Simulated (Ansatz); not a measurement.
# Nb(100) with 4 thermally displaced layers, 2x2: scattering by thermal displacements

Aim: the resistivity of Nb at 80 K from frozen thermal displacements between perfect leads.

Calculated with Ansatz 0.2.0; Ansatz plane-wave DFT, PBE, PAW files; ballistic transport by layer matching (Landauer), zero bias; PAW set soft_1.

This is a report of a sequence of runs, with most program output left out.

## Step 1: Starting point

The cell holds 56 atoms: 56 Nb. Cell: a = 6.613 Å, b = 6.613 Å, c = 23.144 Å, α = 90.0°, β = 90.0°, γ = 90.0°. It derives from Nb. Regions: lead, 40 atoms (40 Nb); scattering region, 16 atoms (16 Nb). The structure is stacked along c, and the current runs across the ab planes.

## Step 2: With 4 displaced layers

Each atom of 4 layers is moved at random, by amounts drawn from a normal law 0.0463 Å wide in each direction from the Debye model (275 K) at 80 K. The layers about the cell's end stay perfect and serve as the lead. Disorder leaves little or no symmetry, which makes such runs dear. Energies from -0.05 to 0.05 eV in steps of 0.05 eV are too few for the program's thermal sum, so it prints no conductance; for a metal the transmission near the Fermi level serves, at a fraction of the cost.

File input.yaml:

```yaml
crystal:
  lattice:
    - [6.6126, 0.0, 0.0]
    - [0.0, 6.6126, 0.0]
    - [0.0, 0.0, 23.1441]
  atoms:
    - { symbol: Nb, position: [0.0, 0.0, 0.0357142857] }
    - { symbol: Nb, position: [0.0, 0.5, 0.0357142857] }
    - { symbol: Nb, position: [0.5, 0.0, 0.0357142857] }
    - { symbol: Nb, position: [0.5, 0.5, 0.0357142857] }
    - { symbol: Nb, position: [0.25, 0.25, 0.1071428571] }
    - { symbol: Nb, position: [0.25, 0.75, 0.1071428571] }
    - { symbol: Nb, position: [0.75, 0.25, 0.1071428571] }
    - { symbol: Nb, position: [0.75, 0.75, 0.1071428571] }
[... 44 atom lines left out ...]
    - { symbol: Nb, position: [0.25, 0.25, 0.9642857143] }
    - { symbol: Nb, position: [0.25, 0.75, 0.9642857143] }
    - { symbol: Nb, position: [0.75, 0.25, 0.9642857143] }
    - { symbol: Nb, position: [0.75, 0.75, 0.9642857143] }
kpoints:
  mp_grid: { grid: [4, 4, 1] }
hamiltonian:
  xc: pbe
  pseudopotentials: { kind: paw, azcp: { folder: soft_1 } }
scf:
  occupations: { method: fermi_dirac, width: 0.1 }
output:
  transmission: { leads: [[0, 4]], kmesh: [8, 8], e_range: [-0.05, 0.05], de: 0.05 }
  write_potential: true
  write_density: true
  volumetric_format: npy
  elf: true
```

Run with:

```bash
> ansatz run input.yaml --threads 4 --pin off --max-ram 15360MiB --backend cpu --events-out ev --progress --plain --runs-dir out
```

It took 20 min on 4 threads of Arm Neoverse V1, shared host; peak memory 8.3 GiB.

Numbers from this step:

| Quantity | Value |
| --- | --- |
| free energy | -254930.8220 eV |
| energy at zero smearing | -254929.4970 eV |
| Fermi energy | 17.74 eV |
| cell area | 43.73 Å² |
| transmission per spin nearest the Fermi level | 9.591 |
| open channels per spin nearest the Fermi level | 10.61 |
| step of the lead's potential | 2.5 meV |

Per spin. Table of transmission, zone mean by energy, zero at the Fermi level:

```
energy (eV)  transmission, zone mean
    -0.0500                     10.0
     0.0000                     9.59
     0.0500                     9.30
```

Per spin. The open channels, zone mean, lead by energy, zero at the Fermi level:

```
energy (eV)  open channels, zone mean, lead
    -0.0500                            11.4
     0.0000                            10.6
     0.0500                            10.2
```

Transmission over k1 and k2. At 0.0000 eV from the Fermi level.

Ten even steps from '_' (3.9) to '@' (12.9):
```
__==++##@@##====
====++##@@##**==
++##############
##@@@@######@@@@
++##############
====**##@@##++==
__====##@@##++==
____==++##++==__
```
Columns: k1 (b1) from -0.5 to 0.375; rows upwards: k2 (b2) from -0.5 to 0.375.

Open channels over k1 and k2. At 0.0000 eV from the Fermi level.

Values, 8 rows by 8 columns:
```
 4.0  9.0  9.0 12.0 14.0 12.0  9.0  9.0
10.0  9.0 10.0 12.0 14.0 12.0 10.0  9.0
10.0 12.0 12.0 11.0 11.0 11.0 12.0 12.0
14.0 14.0 14.0 11.0 11.0 11.0 14.0 14.0
10.0 12.0 12.0 11.0 11.0 11.0 12.0 12.0
10.0  9.0 10.0 12.0 14.0 12.0 10.0  9.0
 4.0  9.0  9.0 12.0 14.0 12.0  9.0  9.0
 4.0  4.0 10.0 10.0 14.0 10.0 10.0  4.0
```
Columns: k1 (b1) from -0.5 to 0.375; rows upwards: k2 (b2) from -0.5 to 0.375.

Electrostatic potential energy in the ca plane at fractional y = 0.000, with atoms of Nb within 0.2 Å of it. With pseudopotentials it is smooth inside the atoms' cores, unlike the true potential.

Ten even steps from '0' (-55 eV) to '9' (20 eV), each cell a mean:
```
41026999841026999730026999841015899841026999
64358999964358999852247999964347999964358999
98789999998789999987689999998789999998789999
99999999999999999999999999999999999999999999
99999999999999999999999999999999999999999999
99899999999899999999899999998899999999899999
86578999986578999986568999975468999986578999
52136999852137999852136999851026999852136999
30015899730015899730015899730015899730015899
41026999841026999841026999841026999841026999
64358999964358999974358999975458999964358999
98789999998789999998889999998889999998789999
99999999999999999999999999999999999999999999
99999999999999999999999999999999999999999999
99899999999899999999999999999999999999899999
86578999986578999987789999986678999986578999
52136999852137999853247999862136999852136999
30015899730015899730026999840015899730015899
```
Columns run along c (16.0 Å, from fractional 0.15 to 0.85 of the cell; values clipped at the 3rd and 97th percentile), rows up along a (6.6 Å). Atoms in or near the plane, at fractional coordinates: Nb at (0.18, 0.00), Nb at (0.18, 0.50), Nb at (0.32, 0.00), Nb at (0.32, 0.50), Nb at (0.46, 0.98), Nb at (0.46, 0.50), Nb at (0.61, 0.00), Nb at (0.61, 0.51), Nb at (0.75, 0.00), Nb at (0.75, 0.50).

ELF in the ca plane at fractional y = 0.000, with atoms of Nb within 0.2 Å of it. It is the smooth field of the valence electrons, not physical close to the nuclei.

Values, 10 rows by 16 columns, each cell a mean:
```
0.59 0.48 0.32 0.50 0.57 0.30 0.43 0.58 0.32 0.32 0.60 0.42 0.31 0.56 0.51 0.32
0.27 0.30 0.44 0.30 0.27 0.43 0.33 0.32 0.38 0.39 0.28 0.33 0.43 0.28 0.29 0.45
0.35 0.41 0.42 0.41 0.35 0.43 0.43 0.31 0.45 0.43 0.31 0.44 0.42 0.36 0.40 0.41
0.36 0.32 0.43 0.33 0.35 0.39 0.32 0.39 0.36 0.36 0.42 0.33 0.42 0.34 0.33 0.43
0.55 0.49 0.28 0.51 0.54 0.28 0.42 0.54 0.33 0.32 0.52 0.43 0.28 0.54 0.52 0.28
0.59 0.48 0.32 0.50 0.57 0.32 0.39 0.62 0.33 0.32 0.62 0.40 0.31 0.56 0.51 0.32
0.27 0.30 0.44 0.30 0.27 0.43 0.33 0.26 0.38 0.40 0.25 0.33 0.43 0.28 0.29 0.44
0.35 0.41 0.41 0.41 0.36 0.43 0.43 0.36 0.44 0.44 0.34 0.43 0.42 0.37 0.40 0.41
0.36 0.32 0.43 0.33 0.35 0.41 0.31 0.30 0.36 0.36 0.35 0.32 0.42 0.34 0.33 0.43
0.55 0.49 0.28 0.51 0.54 0.28 0.43 0.59 0.31 0.31 0.56 0.44 0.28 0.54 0.52 0.28
```
Columns run along c (16.0 Å, from fractional 0.15 to 0.85 of the cell), rows up along a (6.6 Å). Atoms in or near the plane, at fractional coordinates: Nb at (0.18, 0.00), Nb at (0.18, 0.50), Nb at (0.32, 0.00), Nb at (0.32, 0.50), Nb at (0.46, 0.98), Nb at (0.46, 0.50), Nb at (0.61, 0.00), Nb at (0.61, 0.51), Nb at (0.75, 0.00), Nb at (0.75, 0.50).

Valence density in the ca plane at fractional y = 0.000, with atoms of Nb within 0.2 Å of it. It is the smooth field of the valence electrons, not physical close to the nuclei.

Ten even steps from '0' (0.2 e/Å³) to '9' (5.0 e/Å³), each cell a mean:
```
49972000049972000159972000049982000049972000
14530000014530000026640000014541000014530000
00000000000000000001100000000100000000000000
00000000000000000000000000000000000000000000
00000000000000000000000000000000000000000000
00000000000000000000000000000000000000000000
02210000002210000002210000012320000002210000
37851000037851000037851000038961000027851000
59982000059982000059982000059992000059982000
49972000049972000049972000038972000049972000
14530000014530000014420000013420000014530000
00000000000000000000000000000000000000000000
00000000000000000000000000000000000000000000
00000000000000000000000000000000000000000000
00000000000000000000000000000000000000000000
02210000002210000001100000001210000002210000
37851000037851000026630000026851000027851000
59982000059982000159971000049993000059982000
```
Columns run along c (16.0 Å, from fractional 0.15 to 0.85 of the cell), rows up along a (6.6 Å). Atoms in or near the plane, at fractional coordinates: Nb at (0.18, 0.00), Nb at (0.18, 0.50), Nb at (0.32, 0.00), Nb at (0.32, 0.50), Nb at (0.46, 0.98), Nb at (0.46, 0.50), Nb at (0.61, 0.00), Nb at (0.61, 0.51), Nb at (0.75, 0.00), Nb at (0.75, 0.50).

Over the solved energies the transmission per spin lies between 9.30 and 10.0, out of 10.7 channels of the lead on average (up to 11.4).

## Step 3: With 8 displaced layers

Each atom of 8 layers is moved at random, by amounts drawn from a normal law 0.0463 Å wide in each direction from the Debye model (275 K) at 80 K. A fresh draw is used; the growth of the resistance with length is what counts.

System of this step: Nb(100) with 8 thermally displaced layers, 2x2. The cell holds 72 atoms: 72 Nb. Its edges and angles: a = 6.613 Å, b = 6.613 Å, c = 29.757 Å, α = 90.0°, β = 90.0°, γ = 90.0°. It derives from Nb. Regions: lead, 40 atoms (40 Nb); scattering region, 32 atoms (32 Nb). The structure is stacked along c, and the current runs across the ab planes.

File input.yaml:

```yaml
crystal:
  lattice:
    - [6.6126, 0.0, 0.0]
    - [0.0, 6.6126, 0.0]
    - [0.0, 0.0, 29.7567]
  atoms:
    - { symbol: Nb, position: [0.0, 0.0, 0.0277777778] }
    - { symbol: Nb, position: [0.0, 0.5, 0.0277777778] }
    - { symbol: Nb, position: [0.5, 0.0, 0.0277777778] }
    - { symbol: Nb, position: [0.5, 0.5, 0.0277777778] }
    - { symbol: Nb, position: [0.25, 0.25, 0.0833333333] }
    - { symbol: Nb, position: [0.25, 0.75, 0.0833333333] }
    - { symbol: Nb, position: [0.75, 0.25, 0.0833333333] }
    - { symbol: Nb, position: [0.75, 0.75, 0.0833333333] }
[... 60 atom lines left out ...]
    - { symbol: Nb, position: [0.25, 0.25, 0.9722222222] }
    - { symbol: Nb, position: [0.25, 0.75, 0.9722222222] }
    - { symbol: Nb, position: [0.75, 0.25, 0.9722222222] }
    - { symbol: Nb, position: [0.75, 0.75, 0.9722222222] }
kpoints:
  mp_grid: { grid: [4, 4, 1] }
hamiltonian:
  xc: pbe
  pseudopotentials: { kind: paw, azcp: { folder: soft_1 } }
scf:
  occupations: { method: fermi_dirac, width: 0.1 }
output:
  transmission: { leads: [[0, 4]], kmesh: [8, 8], e_range: [-0.05, 0.05], de: 0.05 }
  write_potential: true
  write_density: true
  volumetric_format: npy
```

Wall time 26 min (4 threads); peak memory 8.2 GiB.

Numbers from this step:

| Item | Value |
| --- | --- |
| free energy | -327767.7320 eV |
| energy at zero smearing | -327765.9908 eV |
| transmission per spin nearest the Fermi level | 8.455 |
| step of the lead's potential | 1.1 meV |

Per spin. The transmission, zone mean by energy, zero at the Fermi level:

```
energy (eV)  transmission, zone mean
    -0.0500                     8.93
     0.0000                     8.46
     0.0500                     8.36
```

Over the solved energies the transmission per spin lies between 8.36 and 8.93, out of 10.7 channels of the lead on average (up to 11.4).

## Step 4: With 12 displaced layers

Each atom of 12 layers is moved at random, by amounts drawn from a normal law 0.0463 Å wide in each direction from the Debye model (275 K) at 80 K. A fresh draw is used; the growth of the resistance with length is what counts.

System of this step: Nb(100) with 12 thermally displaced layers, 2x2. The cell holds 88 atoms: 88 Nb. Its edges and angles: a = 6.613 Å, b = 6.613 Å, c = 36.369 Å, α = 90.0°, β = 90.0°, γ = 90.0°. It derives from Nb. Regions: lead, 40 atoms (40 Nb); scattering region, 48 atoms (48 Nb). The structure is stacked along c, and the current runs across the ab planes.

File input.yaml:

```yaml
crystal:
  lattice:
    - [6.6126, 0.0, 0.0]
    - [0.0, 6.6126, 0.0]
    - [0.0, 0.0, 36.3693]
  atoms:
    - { symbol: Nb, position: [0.0, 0.0, 0.0227272727] }
    - { symbol: Nb, position: [0.0, 0.5, 0.0227272727] }
    - { symbol: Nb, position: [0.5, 0.0, 0.0227272727] }
    - { symbol: Nb, position: [0.5, 0.5, 0.0227272727] }
    - { symbol: Nb, position: [0.25, 0.25, 0.0681818182] }
    - { symbol: Nb, position: [0.25, 0.75, 0.0681818182] }
    - { symbol: Nb, position: [0.75, 0.25, 0.0681818182] }
    - { symbol: Nb, position: [0.75, 0.75, 0.0681818182] }
[... 76 atom lines left out ...]
    - { symbol: Nb, position: [0.25, 0.25, 0.9772727273] }
    - { symbol: Nb, position: [0.25, 0.75, 0.9772727273] }
    - { symbol: Nb, position: [0.75, 0.25, 0.9772727273] }
    - { symbol: Nb, position: [0.75, 0.75, 0.9772727273] }
kpoints:
  mp_grid: { grid: [4, 4, 1] }
hamiltonian:
  xc: pbe
  pseudopotentials: { kind: paw, azcp: { folder: soft_1 } }
scf:
  occupations: { method: fermi_dirac, width: 0.1 }
output:
  transmission: { leads: [[0, 4]], kmesh: [8, 8], e_range: [-0.05, 0.05], de: 0.05 }
  write_potential: true
  write_density: true
  volumetric_format: npy
```

Elapsed: 39 min, on 4 threads; peak memory 8.6 GiB; 2.2 h of CPU time.

This step gave:

```yaml
free_energy: -400604.4294 eV
energy_at_zero_smearing: -400602.3166 eV
fermi_energy: 17.75 eV
transmission_per_spin_nearest_the_fermi_level: 7.628
step_of_the_lead_s_potential: 2.3 meV
```

Per spin. Transmission, zone mean against energy, zero at the Fermi level:

```
energy (eV)  transmission, zone mean
    -0.0500                     7.88
     0.0000                     7.63
     0.0500                     7.47
```

Over the solved energies the transmission per spin lies between 7.47 and 7.88, out of 10.7 channels of the lead on average (up to 11.4).

## Step 5: Resistance against length

This step: Ansatz plane-wave DFT, PBE, PAW files; ballistic transport by layer matching (Landauer), zero bias; resistivity from the slope of the area resistance; PAW set soft_1 (Ansatz 0.2.0).

Numbers from this step:

* resistivity: 11.43 µΩ cm
* intercept: -0.01691 fΩ m²
* scatter about the fit: 0.001497 fΩ m²

Resistance, by row:

```
run  length (Å)      T  channels N  RA (fΩ m²)
 n4       6.613  9.639       10.73     0.05972
 n8       13.23  8.579       10.73      0.1321
n12       19.84  7.662       10.73      0.2109
```

Area resistance against length of the displaced region:

```
length of the displaced region (Å)  area resistance (fΩ m²)
                              6.61                   0.0597
                             13.23                    0.132
                             19.84                    0.211
```

The area resistance goes from 0.060 to 0.21 fΩ m² between 6.6 and 19.8 Å, a slope of 11 µΩ cm.

By hand from the end points: (0.2109 − 0.05972) fΩ m² / (19.84 − 6.61) Å = 11 µΩ cm, since 1 fΩ m² per Å is 1000 µΩ cm.

## Step 6: Results

| Quantity | Value |
| --- | --- |
| resistivity from the slope | 11.4 µΩ cm |
| area resistance over 6.61 Å | 0.0597 fΩ m² |
| area resistance over 13.2 Å | 0.132 fΩ m² |
| area resistance over 19.8 Å | 0.211 fΩ m² |

The slope gives 11 µΩ cm. The points scatter by 0.0015 fΩ m² about the line, with one random draw a length in a 2x2 cell, so the slope is a rough value. The mean square of the displacements drawn is 0.78, 0.99 and 1.2 of the nominal one at the three lengths; with each resistance scaled back by that, the slope is 7.8 µΩ cm, the value used below. Read with a model of isotropic scattering on a spherical Fermi surface and the lead's 1.9×10¹⁵ S/m², this slope means a mean free path near 56 Å; over these lengths the model's slope is 1.11 times its bulk resistivity, which would be 7.0 µΩ cm. This far under the Debye temperature the model doesn't describe a real metal: frozen displacements count zero-point motion as scattering and turn electrons through all angles, while in the metal the short-wave phonons freeze out.

[Logs are printed without paths, hosts, clocks, repeated set-up lines and the standing remarks that a program may print on its own settings, such as how far it seeks lower states.]

[Hosts, paths, dates, database ids (printed as entryN), source tags and the programs' standing remarks are cut or masked in the printed files.]
